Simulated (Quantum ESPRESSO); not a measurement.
## Cobalt: which magnetic order is lowest

Does Cobalt prefer parallel or opposed moments, or none?

Main program and level: Quantum ESPRESSO 7.5; LDA; plane waves with GBRV 1.5 LDA potentials, no spin-orbit coupling.

## Step 1: The structure

The structure is hexagonal, space group P6_3/mmc (No. 194). Conventional cell: a = 2.507 Å, b = 2.507 Å, c = 4.070 Å, α = 90.00°, β = 90.00°, γ = 120.00°. Nearest to Co lie 12 Co at 2.50 to 2.51 Å.

The cell comes from the Crystallography Open Database.

## Step 2: Start 1: ferro ++

The signs are those of the starting moments on the seeded atoms, the atoms that are given a moment.

Input file pw.in:

```
&CONTROL
  calculation = 'scf'
  prefix = 'pwscf'
  outdir = './tmp'
  pseudo_dir = './pseudo'
  disk_io = 'nowf'
/
&SYSTEM
  ibrav = 0
  nat = 2
  ntyp = 1
  ecutwfc = 40
  ecutrho = 280
  nbnd = 26
  occupations = 'smearing'
  smearing = 'fd'
  degauss = 0.00734986
  nspin = 2
  starting_magnetization(1) = 0.1176
/
&ELECTRONS
  conv_thr = 4d-09
  electron_maxstep = 150
  mixing_beta = 0.3
/
ATOMIC_SPECIES
Co     58.9332 co_lda_v1.2.uspp.F.UPF
CELL_PARAMETERS angstrom
   2.5074000000    0.0000000000    0.0000000000
  -1.2537000000    2.1714720974    0.0000000000
   0.0000000000    0.0000000000    4.0699000000
ATOMIC_POSITIONS crystal
Co      0.3333333333    0.6666666667    0.2500000000
Co      0.6666666667    0.3333333333    0.7500000000
K_POINTS automatic
12 12 6 0 0 0
```

Launch:

```sh
> OMP_NUM_THREADS=1 mpirun -n 4 pw.x -nk 4 -in pw.in > pw.out
```

Planned after this: run 2, typed as antiferro +−; run 3 (antiferro q=(0,1/2,0) +−+−); run 4, typed as no spin polarisation; ranking; the lowest state again, with its states saved; löwdin moments.

Q: Predict the largest site moment.

The smearing terms TS of the orders run from 33 to 86 meV a seeded atom, so the differences would change at a smaller width: an order with a larger TS is lowered more by the smearing. The largest moment reads 1.72 μB in the sphere and 1.67 μB by Löwdin projection; a site moment hangs on how space is shared out. Only these 4 starts were compared; other wavevectors, canted and longer-period orders were not.

```
lowest state found      : ferromagnetic (from ferro ++)
largest site moment     : 1.72 μB
next state with moments : antiferromagnetic, 181 meV a seeded atom higher
state without moments   : 210 meV a seeded atom higher
```

Energies are free energies at an electronic temperature of 1160 K, which lowers moments and differences where the moments are itinerant.

[Logs and program files are shortened in this print: banners, set-up blocks, solver, clock and traceback lines can be left out without a mark of their own.]

[Logs are printed without paths, hosts, clocks, repeated set-up lines and the standing remarks that a program may print on its own settings, such as how far it seeks lower states.]

[Hosts, paths, dates, database ids (printed as entryN), source tags and the programs' standing remarks are cut or masked in the printed files.]

[Where a cell is said to come from a database of computed structures, the database is the Materials Project.]
